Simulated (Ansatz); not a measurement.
## Changed inputs in constrained RPA: Ca2CrO4 (started from the K2NiF4 type) (I4/mmm)

Aim: hold the target of a cRPA run on Ca2CrO4 (started from the K2NiF4 type) (I4/mmm) and move one thing at a time.

Program: Ansatz 0.2.0. Level of theory: constrained RPA on LDA, plane waves, PAW. Results are calculated unless marked as measured.

The structure was built from a prototype and need not be the compound's stable phase.

## Step 1: Set-up

Symmetry: I4/mmm, No. 139, tetragonal system. Conventional cell: a = 3.571 Å, b = 3.571 Å, c = 11.936 Å, α = 90.00°, β = 90.00°, γ = 90.00°. Nearest to Ca lie 9 O at 2.21 to 2.53 Å. Nearest to Cr lie 6 O at 1.79 to 1.97 Å. Nearest to O lie 2 Cr at 1.79 Å and 4 Ca at 2.52 Å. O has 1 Cr at 1.97 Å and 5 Ca at 2.21 to 2.53 Å nearest. Farther neighbours and most contacts between anions are not listed.

The structure was relaxed with LDA. The structure type comes from a generator and need not be one that this composition takes. The structure was generated from a model, not taken from a measurement. The runs that relaxed it are not among those shown. The program's search for lower electronic states was switched off, so nothing shows that the state found is the lowest. The default PAW set here is soft_2. Its files were made with PBE.

## Step 2: Base: Cr t2g, bands v1 to c2, 6×6×6 mesh, medium accuracy

Constrained RPA screens the interaction with every transition except those inside the target bands, which a later many-body model would treat itself.

input.yaml reads:

```yaml
crystal:
  lattice:
    - [-1.78528681, 1.78528681, -5.96817155]
    - [1.78528681, -1.78528681, -5.96817155]
    - [-1.78528681, -1.78528681, 5.96817155]
  atoms:
    - { symbol: Ca, position: [0.350648176, 0.350648176, 0.0] }
    - { symbol: Ca, position: [0.649351824, 0.649351824, 0.0] }
    - { symbol: Cr, position: [0.0, 0.0, 0.0] }
    - { symbol: O, position: [0.0, 0.5, 0.5] }
    - { symbol: O, position: [0.5, 0.0, 0.5] }
    - { symbol: O, position: [0.1654416634, 0.1654416634, 0.0] }
    - { symbol: O, position: [0.8345583366, 0.8345583366, 0.0] }
kpoints:
  mp_grid: { grid: [12, 12, 12] }
hamiltonian:
  xc: lda
scf:
  occupations: { method: gaussian, width: 0.08 }
  n_extra_bands: 19
  max_iter: 150
  lower_state_search: "off"
output:
  crpa:
    kmesh: [6, 6, 6]
    target_bands: [v1, c2]
    projections: [{ species: Cr, l: d, shell: 3, orbitals: [dxz, dyz, dxy] }]
  local_orbitals:
    kmesh: [6, 6, 6]
    orbitals: [{ species: Cr, l: d, shell: 3, orbitals: [dxz, dyz, dxy] }]
    window: { bands: [v1, c2] }
    seedname: lo
```

Run with:

```
$ ansatz run input.yaml --threads 8 --pin off --max-ram 14745MiB --backend cpu --events-out ev --progress --plain --runs-dir out
```

Numbers of over 12 decimals in the logs are rounded to 6 here.

The log of the run:

```text
scf.n_extra_bands = 19 over 29 filled bands (N_el = 58.0): the run solves 48 bands
Engine: ansatz 0.2.0, aarch64-unknown-linux-gnu
Pseudopotentials: kind: paw
Pseudopotential: Ca, paw, valence charge 10, recommended cutoff 420 eV (normal), Ca.paw.azcp
Pseudopotential: Cr, paw, valence charge 14, recommended cutoff 420 eV (normal), Cr.paw.azcp
Pseudopotential: O, paw, valence charge 6, recommended cutoff 420 eV (normal), O.paw.azcp
Functional definition: SPW92
  exchange = slater_x
  correlation = pw_c
Crystal: 7 atoms, lattice volume = 76.088 Å³
Basis set: ecut = 420 eV, 1475 PW (Γ)
Bands: 48, of which v1, the nominal top of the filled ones, is band 29 counted from 1 (28 counted from 0)
Symmetry: 16 space group operations
Space group: I4/mmm (ITA 139), of the structure as read, at distance tolerance 4.2e-5 Å
k-points: 163 of 1728
Non-local potential: Ca, projectors of the file, l = 0: 3, l = 1: 2, l = 2: 2
Non-local potential: Cr, projectors of the file, l = 0: 3, l = 1: 2, l = 2: 3, l = 3: 1
Non-local potential: O, projectors of the file, l = 0: 2, l = 1: 2, l = 2: 1
PAW form: soft (Blöchl's): semilocal exchange-correlation on the pseudo side does not see the compensation charge
PAW frozen core: Ca, regenerated for the run's functional, and the local potential with it (the file was generated under x = pbe(κ = 0.804, μ = 0.219515), c = pbe(β = 0.066725))
PAW frozen core: Cr, regenerated for the run's functional, and the local potential with it (the file was generated under x = pbe(κ = 0.804, μ = 0.219515), c = pbe(β = 0.066725))
PAW frozen core: O, regenerated for the run's functional, and the local potential with it (the file was generated under x = pbe(κ = 0.804, μ = 0.219515), c = pbe(β = 0.066725))
PAW one-centre angular grid: Ca, 110 points (default); XC on 64 Gauss nodes
PAW one-centre angular grid: Cr, 590 points (default); XC on 64 Gauss nodes
PAW one-centre angular grid: O, 110 points (default); XC on 64 Gauss nodes
Initial density: superposition of atomic densities (neutral atoms: chi_scale 0, normalization atom), corrected by the library's trained network
Initial wavefunctions: pseudopotential atomic-orbital guess
Functional: x = slater, c = lda
SCF iter   1: F=—  HF=-9098.141702 eV  |F-HF|=—  |Δ(HF+E_count)|=         —  Δρ=1.65e-2  dr2=1.69e-1  ethr=1.77e-3  ⟨swp⟩=6.4  Hψ=35620  notcnv=0  defer=761
preconditioner: auto → Kerker (q_TF=auto, 2.608 Å⁻¹)  [metal: Δε(μ)=0.012 eV  Ē_g=17.348 eV  σ=0.080 eV  W_gap=0.08  n_scr=24 (ndim 8)  ℏωp=28.9 eV  f_vac=0.006  D(μ)=3.67/eV (n_scr^D=32)]
SCF iter   2: F=—  HF=-9098.103186 eV  |F-HF|=—  |Δ(HF+E_count)|=   3.85e-2  Δρ=7.99e-3  dr2=4.45e-2  ethr=2.92e-4  ⟨swp⟩=2.0  Hψ=9837  notcnv=0  defer=1771
[...]
SCF 1 converged in 7 iterations: F = -9098.091774 eV  dr2 = 7.71e-8
[...]
NSCF: frozen V_eff on 34 k-points
NSCF: frozen V_eff on 30 k-points
[...]
cRPA screening: q 1/216
cRPA screening: q 2/216
cRPA screening: q 6/216 (q-point 3)
cRPA screening: q 10/216 (q-point 4)
cRPA screening: q 12/216 (q-point 7)
cRPA screening: q 20/216 (q-point 8)
cRPA screening: q 36/216 (q-point 9)
cRPA screening: q 52/216 (q-point 13)
cRPA screening: q 60/216 (q-point 14)
cRPA screening: q 76/216 (q-point 15)
[...]
cRPA screening: q 200/216 (q-point 94)
cRPA screening: q 208/216 (q-point 99)
cRPA screening: q 212/216 (q-point 100)
cRPA screening: q 216/216 (q-point 130)
SCF converged after 7 iterations
Free energy (F): -9098.091774 eV
Harris-Foulkes:  -9098.091774 eV  (|F-HF|=6.79e-8)
Internal energy: -9098.080229 eV  (E = F + TS)
E sigma→0 (E₀):  -9098.086001 eV
Entropy (-TS):   -0.011545 eV (-1.649 meV/atom)
Fermi energy:    11.373985 eV
--- Per-component energies (eV) ---
  E_band       = -403.473145
  E_kinetic    = 1603.977853
  E_local      = -4421.784714  (includes V_loc(G=0)·N_el)
  E_nonlocal   = 414.768541
  E_hartree    = 1705.897642
  E_xc         = -704.714954
  E_vxc        = -898.196379  (∫ρ·V_xc dr)
  E_paw        = -3359.284164  (= ΣΔE_a)
  E_vpaw       = -514.051193  (= ΣTr[D̂ρ^β])
  E_aug_tail   = 0.010307  (compensation charges beyond the density's cutoff)
  E_ewald      = -4338.269882
  E_core_change = 1.319142  (= ΣΔE_core)
  E_smearing   = -0.011545  (= −TS)
  E_closure    = 0.000000  (closes the sum)
  Σ components = -9098.091774   (vs F -9098.091774, Δ=0.00e0)
--- Band table (eV; the first three rows and the last of 163) ---
  k-point 0: bands = [... 25 lower, 9.3599, 9.3941, 9.3941, 9.7699, 10.8544, 10.8544, 12.5831, 13.2002, ... 15 higher]
  k-point 1: bands = [... 25 lower, 9.0813, 9.2929, 9.3266, 10.2629, 10.8812, 10.9520, 13.0680, 13.3428, ... 15 higher]
  k-point 2: bands = [... 25 lower, 8.6093, 9.1217, 9.2308, 11.0043, 11.0996, 11.2381, 13.6860, 14.1633, ... 15 higher]
  k-point 162: bands = [... 25 lower, 8.2870, 9.0302, 9.0302, 9.7723, 11.2974, 11.2974, 12.5596, 13.7495, ... 15 higher]
--- cRPA (band scheme, projected local orbitals): target bands 29..31 (1-based), 3 Wannier function(s), 6×6×6 mesh, 62 bands' worth read of 67 solved, ecut_chi 136.0 eV, v(q+G=0) probe_charge, pair densities all_electron ---
  bands read: the sum over 62 bands ends inside a degenerate multiplet in 3 slots, whose members it reads at an even weight; the widest, k=0: bands 62 to 63 (counted from 1) at 1/2 each
  χ-basis size per q: N_G = 268..287
  window electrons = 2.0000, filled by tetrahedron_uncorrected; constrained ε̄⁻¹(q = 0, 0) head = 0.182283; min gauge Gram eig = 0.6158
  Kanamori averages over each shell's own Wannier functions (sites counted from 0, functions from 1):
    Site 2, 3D, 3 of 5 d orbitals (Wannier functions 1, 2, 3; wannier90's mr 2, 3, 5):
      screened: U = 3.0640 eV, U' = 2.2307 eV, J = 0.3884 eV
      screened, to within: U = 6.7e-3 eV, U' = 6.7e-3 eV, J = 7.3e-4 eV
      bare: V = 16.0708 eV, V' = 14.8888 eV, J = 0.5363 eV
  Hermiticity witness max|P − P†| over intra, direct and exchange elements: 1.78e-15 eV (screened), 2.70e-23 eV (bare)
  Reality witness max|Im| over intra, direct and exchange elements: 6.06e-20 eV (screened), 7.45e-20 eV (bare)
```

Elapsed: 11 min, on 8 threads of Arm Neoverse V1, shared host; peak memory 1.3 GiB.

This step gave:

- U: 3.064 eV
- U prime (inter-orbital): 2.231 eV
- J: 0.3884 eV
- bare V: 16.07 eV
- bare J: 0.5363 eV
- stated bound on U: 0.006683 eV
- U over bare V: 0.1907
- electrons in the window: 2.000
- head of the constrained inverse dielectric matrix: 0.1823
- least eigenvalue of the projection's overlap: 0.6158
- target functions: 3
- bands in the sums: 62
- r.m.s. miss of the model bands: 0.005930 eV
- width of the target bands: 2.884 eV
- weight of the projected orbitals in the window: 0.6948

On the Cr t2g shell, screening brings the on-site interaction from 16.1 eV down to U = 3.06 eV.

## Step 3: Changed: 4×4×4 mesh

input.yaml: that of step 2 with these lines changed.

```diff
@@ -24,9 +24,4 @@
   crpa:
-    kmesh: [6, 6, 6]
+    kmesh: [4, 4, 4]
     target_bands: [v1, c2]
     projections: [{ species: Cr, l: d, shell: 3, orbitals: [dxz, dyz, dxy] }]
-  local_orbitals:
-    kmesh: [6, 6, 6]
-    orbitals: [{ species: Cr, l: d, shell: 3, orbitals: [dxz, dyz, dxy] }]
-    window: { bands: [v1, c2] }
-    seedname: lo
```

The log of the run:

```text
[...]
Crystal: 7 atoms, lattice volume = 76.088 Å³
Basis set: ecut = 420 eV, 1475 PW (Γ)
Bands: 48, of which v1, the nominal top of the filled ones, is band 29 counted from 1 (28 counted from 0)
Symmetry: 16 space group operations
[...]
k-points: 163 of 1728
[...]
SCF iter   1: F=—  HF=-9098.141702 eV  |F-HF|=—  |Δ(HF+E_count)|=         —  Δρ=1.65e-2  dr2=1.69e-1  ethr=1.77e-3  ⟨swp⟩=6.4  Hψ=35620  notcnv=0  defer=761
[...]
SCF iter   7: F=-9098.091774 eV  HF=-9098.091774 eV  |F-HF|=6.79e-8  |Δ(HF+E_count)|=   2.13e-7  Δρ=1.30e-5  dr2=7.71e-8  ethr=1.72e-10  ⟨swp⟩=9.1  Hψ=36793  notcnv=0
SCF 1 converged in 7 iterations: F = -9098.091774 eV  dr2 = 7.71e-8
[...]
NSCF: frozen V_eff on 13 k-points
[...]
cRPA screening: q 1/64
cRPA screening: q 2/64
cRPA screening: q 6/64 (q-point 3)
cRPA screening: q 8/64 (q-point 5)
cRPA screening: q 16/64 (q-point 6)
cRPA screening: q 32/64 (q-point 9)
cRPA screening: q 36/64 (q-point 10)
cRPA screening: q 44/64 (q-point 22)
cRPA screening: q 46/64 (q-point 24)
cRPA screening: q 48/64 (q-point 27)
cRPA screening: q 56/64 (q-point 30)
cRPA screening: q 60/64 (q-point 31)
cRPA screening: q 64/64 (q-point 43)
SCF converged after 7 iterations
Free energy (F): -9098.091774 eV
[...]
Internal energy: -9098.080229 eV  (E = F + TS)
E sigma→0 (E₀):  -9098.086001 eV
Entropy (-TS):   -0.011545 eV (-1.649 meV/atom)
Fermi energy:    11.373985 eV
[...]
--- Band table (eV; the first three rows and the last of 163) ---
  k-point 0: bands = [... 25 lower, 9.3599, 9.3941, 9.3941, 9.7699, 10.8544, 10.8544, 12.5831, 13.2002, ... 15 higher]
  k-point 1: bands = [... 25 lower, 9.0813, 9.2929, 9.3266, 10.2629, 10.8812, 10.9520, 13.0680, 13.3428, ... 15 higher]
  k-point 2: bands = [... 25 lower, 8.6093, 9.1217, 9.2308, 11.0043, 11.0996, 11.2381, 13.6860, 14.1633, ... 15 higher]
  k-point 162: bands = [... 25 lower, 8.2870, 9.0302, 9.0302, 9.7723, 11.2974, 11.2974, 12.5596, 13.7495, ... 15 higher]
[...]
χ-basis size per q: N_G = 264..287
[...]
Site 2, 3D, 3 of 5 d orbitals (Wannier functions 1, 2, 3; wannier90's mr 2, 3, 5):
      screened: U = 3.0529 eV, U' = 2.2164 eV, J = 0.3890 eV
      screened, to within: U = 6.6e-3 eV, U' = 6.6e-3 eV, J = 7.5e-4 eV
      bare: V = 16.1289 eV, V' = 14.9425 eV, J = 0.5379 eV
[...]
```

Elapsed: 87 s, on 8 threads; peak memory 0.97 GiB.

Numbers from this step:

- U: 3.053 eV
- U prime (inter-orbital): 2.216 eV
- J: 0.3890 eV
- bare V: 16.13 eV
- bare J: 0.5379 eV
- stated bound on U: 0.006598 eV
- U over bare V: 0.1893
- electrons in the window: 2.000
- head of the constrained inverse dielectric matrix: 0.1687
- least eigenvalue of the projection's overlap: 0.6158
- target functions: 3
- bands in the sums: 62
- width of the target bands: 2.884 eV
- weight of the projected orbitals in the window: 0.6948

On the Cr t2g shell, screening brings the on-site interaction from 16.1 eV down to U = 3.05 eV.

## Step 4: Changed: 2×2×2 mesh

input.yaml: that of step 3 with these lines changed.

```diff
@@ -24,3 +24,3 @@
   crpa:
-    kmesh: [4, 4, 4]
+    kmesh: [2, 2, 2]
     target_bands: [v1, c2]
```

The log of the run:

```text
[...]
Crystal: 7 atoms, lattice volume = 76.088 Å³
Basis set: ecut = 420 eV, 1475 PW (Γ)
Bands: 48, of which v1, the nominal top of the filled ones, is band 29 counted from 1 (28 counted from 0)
Symmetry: 16 space group operations
[...]
k-points: 163 of 1728
[...]
k-point 162: bands = [... 25 lower, 8.2870, 9.0302, 9.0302, 9.7723, 11.2974, 11.2974, 12.5596, 13.7495, ... 15 higher]
[...]
χ-basis size per q: N_G = 268..287
[...]
Site 2, 3D, 3 of 5 d orbitals (Wannier functions 1, 2, 3; wannier90's mr 2, 3, 5):
      screened: U = 3.2750 eV, U' = 2.4125 eV, J = 0.3886 eV
      screened, to within: U = 6.4e-3 eV, U' = 6.4e-3 eV, J = 8.7e-4 eV
      bare: V = 16.3848 eV, V' = 15.1515 eV, J = 0.5384 eV
[...]
[key lines of the parts left out:]
SCF converged after 7 iterations
Free energy (F): -9098.091774 eV
Fermi energy:    11.373985 eV
```

The job ended after 12 s (8 threads; peak memory 0.85 GiB).

This step gave:

- U: 3.275 eV
- U prime (inter-orbital): 2.413 eV
- J: 0.3886 eV
- bare V: 16.38 eV
- bare J: 0.5384 eV
- stated bound on U: 0.006315 eV
- U over bare V: 0.1999
- electrons in the window: 2.000
- head of the constrained inverse dielectric matrix: 0.1670
- least eigenvalue of the projection's overlap: 0.6158
- target functions: 3
- bands in the sums: 62
- width of the target bands: 2.884 eV
- weight of the projected orbitals in the window: 0.6948

On the Cr t2g shell, screening brings the on-site interaction from 16.4 eV down to U = 3.28 eV.

## Step 5: Changed: a hybrid parent, which the program doesn't serve

This step: constrained RPA on HSE06, plane waves, PAW.

input.yaml: that of step 4 with these lines changed.

```diff
@@ -16,3 +16,3 @@
 hamiltonian:
-  xc: lda
+  xc: hse06
 scf:
@@ -24,3 +24,3 @@
   crpa:
-    kmesh: [2, 2, 2]
+    kmesh: [6, 6, 6]
     target_bands: [v1, c2]
```

The log of the run:

```text
Error: output.crpa with hamiltonian.xc: <hybrid> — the cRPA pass is not lent the exchange term, and with exact exchange the velocity is complete only between two filled bands or a filled and an empty one, where its q→0 head needs it between a partly filled band and a filled or an empty one too; use an LDA or GGA functional, or a τ-reading meta-GGA without exact exchange such as r2scan
```

It took 0.03 s on 8 threads; peak memory 0.032 GiB.

The program refused the input before any cycle.

The program's message: “Error: output.crpa with hamiltonian.xc: <hybrid> — the cRPA pass is not lent the exchange term, and with exact exchange the velocity is complete only between two filled bands or a filled and an empty …”

The fault put into this input: a hybrid parent, which the program doesn't serve.

[end of part 1 of 2]

[Paths, hosts, dates, memory and timing lines, banners, echoed tables and standing remarks are left out of the program output.]

[Logs are printed without paths, hosts, clocks, repeated set-up lines and the standing remarks that a program may print on its own settings, such as how far it seeks lower states.]

[Runs of the session that timed out or met a known fault of the program may be left out.]

[Hosts, paths, dates, database ids (printed as entryN), source tags and the programs' standing remarks are cut or masked in the printed files.]
